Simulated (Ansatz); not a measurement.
# InAs wire along [111], 26 atoms a period, H-terminated: bands by functional

Aim: is the InAs wire along [111], 26 atoms a period, H-terminated a metal or a semiconductor?

Calculated with Ansatz 0.2.0; DFT PBE, plane waves, PAW; relaxation of a wire's period; PAW set soft_1, in the first sound run; inputs show where later runs differ.

## Step 1: Starting point

The cell holds 56 atoms: 13 In, 13 As and 30 H. Its edges and angles: a = 18.461 Å, b = 17.521 Å, c = 10.721 Å, α = 90.0°, β = 90.0°, γ = 90.0°. Vacuum lies along a and b. The structure's axis is c.

## Step 2: The relaxed wire

Band widths follow the bond lengths, so the wire is relaxed first. The atoms and the third cell vector are free; the box across stays fixed as vacuum. A Fermi-Dirac smearing is set since the result may be a metal. The pressure printed is a third of the stress's trace over the whole box, vacuum included; only the stress along the axis is relaxed.

Contents of input.yaml:

```yaml
crystal:
  lattice:
    - [18.461, 0.0, 0.0]
    - [0.0, 17.521, 0.0]
    - [0.0, 0.0, 10.7213944989]
  atoms:
    - { symbol: In, position: [0.381445176, 0.28983506, 0.0] }
    - { symbol: In, position: [0.49999214, 0.506180325, 0.0] }
    - { symbol: In, position: [0.618539103, 0.28983506, 0.0] }
    - { symbol: In, position: [0.737086066, 0.506180325, 0.0] }
    - { symbol: As, position: [0.262898213, 0.506180325, 0.25] }
    - { symbol: As, position: [0.381445176, 0.28983506, 0.25] }
    - { symbol: As, position: [0.381445176, 0.722525589, 0.25] }
    - { symbol: As, position: [0.49999214, 0.506180325, 0.25] }
    - { symbol: As, position: [0.618539103, 0.28983506, 0.25] }
    - { symbol: As, position: [0.618539103, 0.722525589, 0.25] }
    - { symbol: As, position: [0.737086066, 0.506180325, 0.25] }
    - { symbol: H, position: [0.194344522, 0.464477396, 0.298190249] }
    - { symbol: H, position: [0.262898213, 0.589586181, 0.298190249] }
    - { symbol: H, position: [0.312891485, 0.248132132, 0.298190249] }
    - { symbol: H, position: [0.312891485, 0.680822661, 0.298190249] }
    - { symbol: H, position: [0.381445176, 0.805931446, 0.298190249] }
    - { symbol: H, position: [0.449998868, 0.248132132, 0.298190249] }
    - { symbol: H, position: [0.549985411, 0.248132132, 0.298190249] }
    - { symbol: H, position: [0.618539103, 0.805931446, 0.298190249] }
    - { symbol: H, position: [0.687092794, 0.248132132, 0.298190249] }
    - { symbol: H, position: [0.687092794, 0.680822661, 0.298190249] }
    - { symbol: H, position: [0.737086066, 0.589586181, 0.298190249] }
    - { symbol: H, position: [0.805639758, 0.464477396, 0.298190249] }
    - { symbol: In, position: [0.381445176, 0.434065237, 0.333333333] }
    - { symbol: In, position: [0.49999214, 0.650410501, 0.333333333] }
    - { symbol: In, position: [0.618539103, 0.434065237, 0.333333333] }
    - { symbol: As, position: [0.381445176, 0.434065237, 0.583333333] }
    - { symbol: As, position: [0.49999214, 0.650410501, 0.583333333] }
    - { symbol: As, position: [0.618539103, 0.434065237, 0.583333333] }
    - { symbol: H, position: [0.302719002, 0.626186518, 0.611325607] }
    - { symbol: H, position: [0.49999214, 0.266167939, 0.611325607] }
    - { symbol: H, position: [0.697265278, 0.626186518, 0.611325607] }
    - { symbol: H, position: [0.312891485, 0.392362308, 0.631523582] }
    - { symbol: H, position: [0.49999214, 0.733816358, 0.631523582] }
    - { symbol: H, position: [0.687092794, 0.392362308, 0.631523582] }
    - { symbol: In, position: [0.381445176, 0.578295413, 0.666666667] }
    - { symbol: In, position: [0.49999214, 0.361950149, 0.666666667] }
    - { symbol: In, position: [0.618539103, 0.578295413, 0.666666667] }
    - { symbol: As, position: [0.381445176, 0.578295413, 0.916666667] }
    - { symbol: As, position: [0.49999214, 0.361950149, 0.916666667] }
    - { symbol: As, position: [0.618539103, 0.578295413, 0.916666667] }
    - { symbol: H, position: [0.184172038, 0.55407143, 0.94465894] }
    - { symbol: H, position: [0.262898213, 0.410398115, 0.94465894] }
    - { symbol: H, position: [0.302719002, 0.337726165, 0.94465894] }
    - { symbol: H, position: [0.302719002, 0.770416694, 0.94465894] }
    - { symbol: H, position: [0.381445176, 0.194052851, 0.94465894] }
    - { symbol: H, position: [0.460171351, 0.770416694, 0.94465894] }
    - { symbol: H, position: [0.539812928, 0.770416694, 0.94465894] }
    - { symbol: H, position: [0.618539103, 0.194052851, 0.94465894] }
    - { symbol: H, position: [0.697265278, 0.337726165, 0.94465894] }
    - { symbol: H, position: [0.697265278, 0.770416694, 0.94465894] }
    - { symbol: H, position: [0.737086066, 0.410398115, 0.94465894] }
    - { symbol: H, position: [0.815812241, 0.55407143, 0.94465894] }
    - { symbol: In, position: [0.262898213, 0.506180325, 0.0] }
    - { symbol: In, position: [0.381445176, 0.722525589, 0.0] }
    - { symbol: In, position: [0.618539103, 0.722525589, 0.0] }
kpoints:
  mp_grid: { grid: [1, 1, 8] }
scf:
  occupations: { method: fermi_dirac, width: 0.05 }
hamiltonian:
  xc: pbe
  pseudopotentials: { kind: paw, azcp: { folder: soft_1 } }
relax:
  cell: { fix: [a, b, alpha, beta, gamma] }
  max_steps: 45
  f_tol: 0.03
```

The run is started by

```bash
ansatz run input.yaml --threads 4 --pin off --max-ram 16384MiB --backend cpu --events-out ev --progress --plain --runs-dir out
```

Numbers of over 12 decimals in the logs are rounded to 6 here.

What it wrote:

```text
Engine: ansatz 0.2.0, aarch64-unknown-linux-gnu
Pseudopotentials: kind: paw
Pseudopotential: In, paw, valence charge 13, recommended cutoff 420 eV (normal), soft_1/In.paw.azcp
Pseudopotential: As, paw, valence charge 15, recommended cutoff 420 eV (normal), soft_1/As.paw.azcp
Pseudopotential: H, paw, valence charge 1, recommended cutoff 420 eV (normal), soft_1/H.paw.azcp
Functional definition: PBE
  parameter kappa = 0.804
  parameter beta = 0.066725
  exchange = pbe_x(kappa = kappa, mu = beta*pi^2/3)
  correlation = pbe_c(beta = beta)
Crystal: 56 atoms, lattice volume = 3467.891 Å³
Basis set: ecut = 420 eV, 67797 PW (Γ), exchange–correlation on 250×240×144 points (8 copies of the dense FFT grid, shifted against one another)
Bands: 253, of which v1, the nominal top of the filled ones, is band 197 counted from 1 (196 counted from 0)
Symmetry: 2 space group operations
Space group: Pm (ITA 6), of the structure as read, at distance tolerance 1.5e-4 Å
k-points: 5 of 8 (time reversal used)
Non-local potential: In, projectors of the file, l = 0: 2, l = 1: 2, l = 2: 2, l = 3: 1
Non-local potential: As, projectors of the file, l = 0: 2, l = 1: 2, l = 2: 3, l = 3: 1
Non-local potential: H, projectors of the file, l = 0: 2, l = 1: 1
PAW form: soft (Blöchl's): semilocal exchange-correlation on the pseudo side does not see the compensation charge
PAW one-centre angular grid: In, 590 points (default); XC on 64 Gauss nodes
PAW one-centre angular grid: As, 590 points (default); XC on 64 Gauss nodes
PAW one-centre angular grid: H, 110 points (default); XC on 64 Gauss nodes
Initial density: superposition of atomic densities (neutral atoms: chi_scale 0, normalization atom)
Initial wavefunctions: pseudopotential atomic-orbital guess
Functional: x = pbe(κ = 0.804, μ = 0.219515), c = pbe(β = 0.066725)
SCF iter   1: F=—  HF=-136379.709812 eV  |F-HF|=—  |Δ(HF+E_count)|=         —  Δρ=2.82e-2  dr2=3.50e1  ethr=3.10e-3  ⟨swp⟩=6.8  Hψ=4764  notcnv=0  defer=109
preconditioner: auto → Resta (q_TF=auto, 1.899 Å⁻¹)  ε∞=1.6  [insulator: Δε(μ)=2.020 eV  Ē_g=13.176 eV  σ=0.050 eV  W_gap=1.00  n_scr=406 (ndim 8)  ℏωp=10.2 eV  f_vac=0.634  D(μ)=0.00/eV (n_scr^D=0)  ε∞_Penn≈1.6  vacuum switching on, ρ_ref=1.3e-2 e/Å³]
SCF iter   2: F=—  HF=-136369.902177 eV  |F-HF|=—  |Δ(HF+E_count)|=    9.81e0  Δρ=1.08e-2  dr2=4.76e0  ethr=3.10e-3  ⟨swp⟩=3.8  Hψ=1948  notcnv=0  defer=239
SCF iter   3: F=—  HF=-136369.003660 eV  |F-HF|=—  |Δ(HF+E_count)|=   8.99e-1  Δρ=4.11e-3  dr2=1.27e0  ethr=1.21e-3  ⟨swp⟩=4.0  Hψ=1710  notcnv=0  defer=224
SCF iter   4: F=—  HF=-136368.778634 eV  |F-HF|=—  |Δ(HF+E_count)|=   2.25e-1  Δρ=1.32e-3  dr2=1.26e-1  ethr=3.23e-4  ⟨swp⟩=5.2  Hψ=1496  notcnv=0  defer=224
SCF iter   5: F=—  HF=-136368.766120 eV  |F-HF|=—  |Δ(HF+E_count)|=   1.25e-2  Δρ=4.90e-4  dr2=9.26e-3  ethr=3.19e-5  ⟨swp⟩=3.4  Hψ=2254  notcnv=0  defer=222
SCF iter   6: F=—  HF=-136368.767697 eV  |F-HF|=—  |Δ(HF+E_count)|=   1.58e-3  Δρ=1.94e-4  dr2=1.27e-3  ethr=2.35e-6  ⟨swp⟩=2.6  Hψ=1882  notcnv=0  defer=222
SCF iter   7: F=—  HF=-136368.768394 eV  |F-HF|=—  |Δ(HF+E_count)|=   6.98e-4  Δρ=6.10e-5  dr2=3.18e-4  ethr=3.23e-7  ⟨swp⟩=2.0  Hψ=1353  notcnv=0  defer=222
SCF iter   8: F=—  HF=-136368.768460 eV  |F-HF|=—  |Δ(HF+E_count)|=   6.64e-5  Δρ=1.91e-5  dr2=2.21e-5  ethr=8.07e-8  ⟨swp⟩=2.0  Hψ=1353  notcnv=0  defer=222
SCF iter   9: F=—  HF=-136368.768339 eV  |F-HF|=—  |Δ(HF+E_count)|=   1.22e-4  Δρ=7.39e-6  dr2=3.53e-6  ethr=5.60e-9  ⟨swp⟩=2.0  Hψ=2102  notcnv=0  defer=222
SCF iter  10: F=—  HF=-136368.768341 eV  |F-HF|=—  |Δ(HF+E_count)|=   2.28e-6  Δρ=3.10e-6  dr2=6.29e-7  ethr=8.95e-10  ⟨swp⟩=2.0  Hψ=1588  notcnv=0  defer=222
SCF iter  11: F=-136368.768341 eV  HF=-136368.768341 eV  |F-HF|=2.68e-8  |Δ(HF+E_count)|=   3.84e-7  Δρ=1.15e-6  dr2=6.36e-8  ethr=2.54e-11  ⟨swp⟩=3.0  Hψ=4328  notcnv=0
SCF 1 converged in 11 iterations: F = -136368.768341 eV  dr2 = 6.36e-8
  greatest PAW one-centre occupation: 0.999 electrons in one spin orbital (limit 2), on the As atom at site 10 (counted from 0), in its partial waves of l = 2
relax step   1: F+E_penalty+E_count = -136368.76834124 eV  Δ(F+E_penalty+E_count) = +0.000e0 eV  max|allowed force component| = 1.251e0 eV/Å  Δτ_max = 0.0000 Å  P = -0.095 GPa  Ω = 3467.891 Å³  fix = [a, b, alpha, beta, gamma]  reactions: a -0.191, b -0.188 GPa; alpha -0.001 GPa/rad  (11 SCF iters, dr2 threshold 1.00e-7 eV, accepted)
Crystal: 56 atoms, lattice volume = 3471.716 Å³
Basis set: ecut = 420 eV, 67885 PW (Γ), exchange–correlation on 250×240×144 points (8 copies of the dense FFT grid, shifted against one another)
Initial density: handed on by an earlier stage of this run
Initial wavefunctions: those handed on with the density
iter 1 solved again at ethr=3.01e-4 eV; its pass at ethr=3.10e-3 eV (dr2=1.19e0 eV) is discarded
SCF iter   1: F=—  HF=-136371.798135 eV  |F-HF|=—  |Δ(HF+E_count)|=         —  Δρ=5.35e-3  dr2=1.18e0  ethr=3.01e-4  ⟨swp⟩=5.4  Hψ=6062  notcnv=0
preconditioner: auto → Resta (q_TF=auto, 1.898 Å⁻¹)  ε∞=1.6  [insulator: Δε(μ)=1.160 eV  Ē_g=13.178 eV  σ=0.050 eV  W_gap=1.00  n_scr=410 (ndim 8)  ℏωp=10.2 eV  f_vac=0.667  D(μ)=0.00/eV (n_scr^D=0)  ε∞_Penn≈1.6  vacuum switching on, ρ_ref=1.3e-2 e/Å³]
SCF iter   2: F=—  HF=-136371.485372 eV  |F-HF|=—  |Δ(HF+E_count)|=   3.13e-1  Δρ=2.75e-3  dr2=1.95e-1  ethr=3.00e-4  ⟨swp⟩=7.4  Hψ=2649  notcnv=0  defer=2
SCF iter   3: F=—  HF=-136371.460816 eV  |F-HF|=—  |Δ(HF+E_count)|=   2.46e-2  Δρ=1.11e-3  dr2=4.74e-2  ethr=4.94e-5  ⟨swp⟩=3.8  Hψ=2346  notcnv=0  defer=194
SCF iter   4: F=—  HF=-136371.455440 eV  |F-HF|=—  |Δ(HF+E_count)|=   5.38e-3  Δρ=2.80e-4  dr2=3.94e-3  ethr=1.20e-5  ⟨swp⟩=2.0  Hψ=1824  notcnv=0  defer=194
SCF iter   5: F=—  HF=-136371.455102 eV  |F-HF|=—  |Δ(HF+E_count)|=   3.38e-4  Δρ=8.56e-5  dr2=4.52e-4  ethr=1.00e-6  ⟨swp⟩=2.0  Hψ=2010  notcnv=0  defer=240
SCF iter   6: F=—  HF=-136371.455080 eV  |F-HF|=—  |Δ(HF+E_count)|=   2.21e-5  Δρ=3.19e-5  dr2=5.83e-5  ethr=1.15e-7  ⟨swp⟩=2.0  Hψ=2010  notcnv=0  defer=240
SCF iter   7: F=—  HF=-136371.455088 eV  |F-HF|=—  |Δ(HF+E_count)|=   7.81e-6  Δρ=1.26e-5  dr2=1.10e-5  ethr=1.48e-8  ⟨swp⟩=2.0  Hψ=1315  notcnv=0  defer=240
SCF iter   8: F=-136371.455089 eV  HF=-136371.455089 eV  |F-HF|=3.49e-7  |Δ(HF+E_count)|=   3.63e-7  Δρ=3.69e-6  dr2=4.23e-7  ethr=1.42e-9  ⟨swp⟩=4.0  Hψ=3452  notcnv=0
SCF 2 converged in 8 iterations: F = -136371.455089 eV  dr2 = 4.23e-7
[...]
Internal energy: -136372.788618 eV  (E = F + TS)
E sigma→0 (E₀):  -136372.788618 eV
Fermi energy:    -1.659999 eV
--- Per-component energies (eV) ---
  E_band       = -7838.603993
  E_kinetic    = 4481.203944
  E_local      = -187574.115387  (includes V_loc(G=0)·N_el)
  E_nonlocal   = -842.914777
  E_hartree    = 91814.851463
  E_xc         = -3017.426011
  E_vxc        = -2433.745338  (∫ρ·V_xc dr)
  E_paw        = -80921.163148  (= ΣΔE_a)
  E_vpaw       = -5098.711583  (= ΣTr[D̂ρ^β])
  E_aug_tail   = -0.025075  (compensation charges beyond the density's cutoff)
  E_ewald      = 39686.800373
  E_smearing   = -0.000000  (= −TS)
  E_closure    = 0.000000  (closes the sum)
  Σ components = -136372.788618   (vs F -136372.788618, Δ=0.00e0)
--- Forces (eV/Å), atoms counted from 1 ---
  atom   1  In    -0.00634404    -0.00274124    -0.00014005
  atom   2  In     0.00000000     0.00025379     0.00723941
  atom   3  In     0.00634404    -0.00274124    -0.00014005
  atom   4  In     0.00856670    -0.00889425     0.00112138
  atom   5  As    -0.00398843    -0.00792449     0.01287909
  atom   6  As    -0.00905552     0.00239601     0.01242559
  atom   7  As     0.00524677     0.00741305     0.01254271
  atom   8  As     0.00000000    -0.00125884    -0.00770412
  atom   9  As     0.00905552     0.00239601     0.01242559
  atom  10  As    -0.00524677     0.00741305     0.01254271
  atom  11  As     0.00398843    -0.00792449     0.01287909
  atom  12  H     -0.00350152     0.00069176    -0.00233690
  atom  13  H      0.00060017    -0.00702746     0.00233894
  atom  14  H      0.00043382    -0.00233528    -0.00269149
  atom  15  H      0.00662418     0.00412059     0.00037984
  atom  16  H     -0.00218959     0.00137217    -0.00243284
  atom  17  H     -0.00724037     0.00381686    -0.00091816
  atom  18  H      0.00724037     0.00381686    -0.00091816
  atom  19  H      0.00218959     0.00137217    -0.00243284
  atom  20  H     -0.00043382    -0.00233528    -0.00269149
  atom  21  H     -0.00662418     0.00412059     0.00037984
  atom  22  H     -0.00060017    -0.00702746     0.00233894
  atom  23  H      0.00350152     0.00069176    -0.00233690
  atom  24  In     0.00684968     0.00345037     0.00568034
  atom  25  In     0.00000000    -0.00663497     0.00657996
  atom  26  In    -0.00684968     0.00345037     0.00568034
  atom  27  As    -0.00575811    -0.00604064     0.00111896
  atom  28  As     0.00000000     0.00723062     0.00067759
  atom  29  As     0.00575811    -0.00604064     0.00111896
  atom  30  H     -0.00687243     0.00351026     0.00363922
  atom  31  H      0.00000000    -0.00845358     0.00270643
  atom  32  H      0.00687243     0.00351026     0.00363922
  atom  33  H      0.00064299     0.00130449    -0.00234151
  atom  34  H      0.00000000    -0.00139307    -0.00219727
  atom  35  H     -0.00064299     0.00130449    -0.00234151
  atom  36  In    -0.00353353     0.00345092    -0.00309816
  atom  37  In     0.00000000    -0.00089771    -0.00398384
  atom  38  In     0.00353353     0.00345092    -0.00309816
  atom  39  As     0.02128650    -0.01296626    -0.01365944
  atom  40  As     0.00000000     0.01934528    -0.00867614
[...]
atom  45  H     -0.00823797    -0.00325417    -0.00060932
  atom  46  H      0.00743261    -0.00533873     0.00000598
  atom  47  H      0.00273914    -0.00262064    -0.00699713
  atom  48  H     -0.00273914    -0.00262064    -0.00699713
  atom  49  H     -0.00743261    -0.00533873     0.00000598
  atom  50  H      0.00139832     0.00302201    -0.00554388
  atom  51  H      0.00823797    -0.00325417    -0.00060932
  atom  52  H     -0.00399102    -0.00066476    -0.00836691
  atom  53  H      0.00126008     0.00969295    -0.00115260
  atom  54  In    -0.00856670    -0.00889425     0.00112138
  atom  55  In     0.00134396     0.01147203     0.00083389
  atom  56  In    -0.00134396     0.01147203     0.00083389
  max |Σ_I F_I| component: 2.87e-6 eV/Å
--- Stress (GPa, compression-positive) ---
        0.008788       0.000000       0.000000
        0.000000       0.007848       0.000834
        0.000000       0.000834       0.007149
  P = ⅓ Tr σ = 0.0079 GPa (0.079 kbar)
--- Relaxed structure (7 steps of the walk, 7 accepted, 1 SCFs on fresh bases) ---
  F+E_penalty+E_count = -136372.78861829 eV   max|allowed force component| = 2.129e-2 eV/Å   (the final SCF, on the basis selected at the relaxed cell)
  cell:  # Å, volume = 3441.3198 Å³
    - [18.461, 0.0, 0.0]
    - [0.0, 17.521, 0]
    - [0.0, 0, 10.639248]
  atoms:
    - { symbol: In, position: [0.385043, 0.267230, -0.022013] }
    - { symbol: In, position: [0.5, 0.506187, -0.011822] }
    - { symbol: In, position: [0.614957, 0.267230, -0.022013] }
    - { symbol: In, position: [0.753924, 0.520832, -0.022015] }
    - { symbol: As, position: [0.267704, 0.499993, 0.236059] }
    - { symbol: As, position: [0.378668, 0.297377, 0.236063] }
    - { symbol: As, position: [0.388948, 0.721314, 0.236073] }
    - { symbol: As, position: [0.5, 0.506241, 0.245245] }
    - { symbol: As, position: [0.621332, 0.297377, 0.236063] }
    - { symbol: As, position: [0.611052, 0.721314, 0.236073] }
    - { symbol: As, position: [0.732296, 0.499993, 0.236059] }
    - { symbol: H, position: [0.205180, 0.458008, 0.298948] }
    - { symbol: H, position: [0.257728, 0.573493, 0.310191] }
    - { symbol: H, position: [0.312896, 0.261246, 0.298859] }
    - { symbol: H, position: [0.323599, 0.693599, 0.310289] }
    - { symbol: H, position: [0.392155, 0.799381, 0.298880] }
    - { symbol: H, position: [0.434105, 0.251558, 0.310260] }
    - { symbol: H, position: [0.565895, 0.251558, 0.310260] }
    - { symbol: H, position: [0.607845, 0.799381, 0.298880] }
    - { symbol: H, position: [0.687104, 0.261246, 0.298859] }
    - { symbol: H, position: [0.676401, 0.693599, 0.310289] }
    - { symbol: H, position: [0.742272, 0.573493, 0.310191] }
    - { symbol: H, position: [0.794820, 0.458008, 0.298948] }
    - { symbol: In, position: [0.384988, 0.436302, 0.342818] }
    - { symbol: In, position: [0.5, 0.646216, 0.342781] }
    - { symbol: In, position: [0.615012, 0.436302, 0.342818] }
    - { symbol: As, position: [0.391414, 0.440086, 0.591551] }
    - { symbol: As, position: [0.5, 0.638247, 0.591535] }
    - { symbol: As, position: [0.608586, 0.440086, 0.591551] }
    - { symbol: H, position: [0.299905, 0.627803, 0.602946] }
    - { symbol: H, position: [0.5, 0.262602, 0.603033] }
    - { symbol: H, position: [0.700095, 0.627803, 0.602946] }
    - { symbol: H, position: [0.322135, 0.397858, 0.626929] }
    - { symbol: H, position: [0.5, 0.722548, 0.627090] }
    - { symbol: H, position: [0.677865, 0.397858, 0.626929] }
    - { symbol: In, position: [0.372445, 0.583755, 0.679053] }
    - { symbol: In, position: [0.5, 0.350907, 0.678889] }
    - { symbol: In, position: [0.627555, 0.583755, 0.679053] }
    - { symbol: As, position: [0.377425, 0.580722, 0.927188] }
    - { symbol: As, position: [0.5, 0.357056, 0.927028] }
    - { symbol: As, position: [0.622575, 0.580722, 0.927188] }
    - { symbol: H, position: [0.184112, 0.594909, 0.971439] }
    - { symbol: H, position: [0.236732, 0.426958, 0.930396] }
    - { symbol: H, position: [0.303389, 0.305739, 0.929767] }
    - { symbol: H, position: [0.269191, 0.750000, 0.971326] }
    - { symbol: H, position: [0.414776, 0.173555, 0.971475] }
    - { symbol: H, position: [0.433693, 0.785721, 0.930046] }
    - { symbol: H, position: [0.566307, 0.785721, 0.930046] }
    - { symbol: H, position: [0.585224, 0.173555, 0.971475] }
    - { symbol: H, position: [0.696611, 0.305739, 0.929767] }
    - { symbol: H, position: [0.730809, 0.750000, 0.971326] }
    - { symbol: H, position: [0.763268, 0.426958, 0.930396] }
    - { symbol: H, position: [0.815888, 0.594909, 0.971439] }
    - { symbol: In, position: [0.246076, 0.520832, -0.022015] }
    - { symbol: In, position: [0.361081, 0.730608, -0.022048] }
    - { symbol: In, position: [0.638919, 0.730608, -0.022048] }
[key lines of the parts left out:]
SCF converged after 5 iterations
Free energy (F): -136372.788618 eV
```

Wall time 21 min (4 threads of Arm Neoverse V1, shared host); peak memory 11 GiB.

The steps of the relaxation:

```csv
step,energy less that of the first step (eV),largest force component (eV/Å),pressure (GPa),volume (Å³)
1,0.0000,1.2506,-0.09,3467.89
2,-2.6867,0.4718,0.05,3471.72
3,-3.5556,0.2053,-0.02,3467.73
4,-3.8276,0.1931,-0.06,3460.17
5,-3.9766,0.0854,-0.03,3439.27
6,-3.9940,0.1215,0.00,3446.57
7,-4.0231,0.0212,0.01,3441.32
8*,-4.0203,0.0213,0.01,3441.32
```

Relaxation steps marked * repeat the geometry before them on a plane-wave basis chosen anew for their cell, so energy and pressure can jump there.

Forces are held to the 2 operations that the run works with; a distortion that breaks them can't arise in this run.

```csv
cell as run,before,after,change
c (Å),10.721,10.639,-0.8 %
```

The atoms that moved most (Å, along periodic axes as changes of fractional coordinates times the final cell, across vacuum about the mean position):

```csv
atom,dx,dy,dz,length
H53,0.001,0.716,0.285,0.770
H42,-0.001,0.716,0.285,0.770
H45,-0.619,-0.358,0.284,0.769
H51,0.619,-0.358,0.284,0.769
H46,0.615,-0.359,0.285,0.767
H49,-0.615,-0.359,0.285,0.767
H52,0.483,0.290,-0.152,0.584
H43,-0.483,0.290,-0.152,0.584
```

This step gave:

- cell length along the wire: 10.64 Å

The cell's length comes to 10.639 Å with spin left out.

[end of part 1 of 2]

[Logs are printed without paths, hosts, clocks, repeated set-up lines and the standing remarks that a program may print on its own settings, such as how far it seeks lower states.]

[Hosts, paths, dates, database ids (printed as entryN), source tags and the programs' standing remarks are cut or masked in the printed files.]
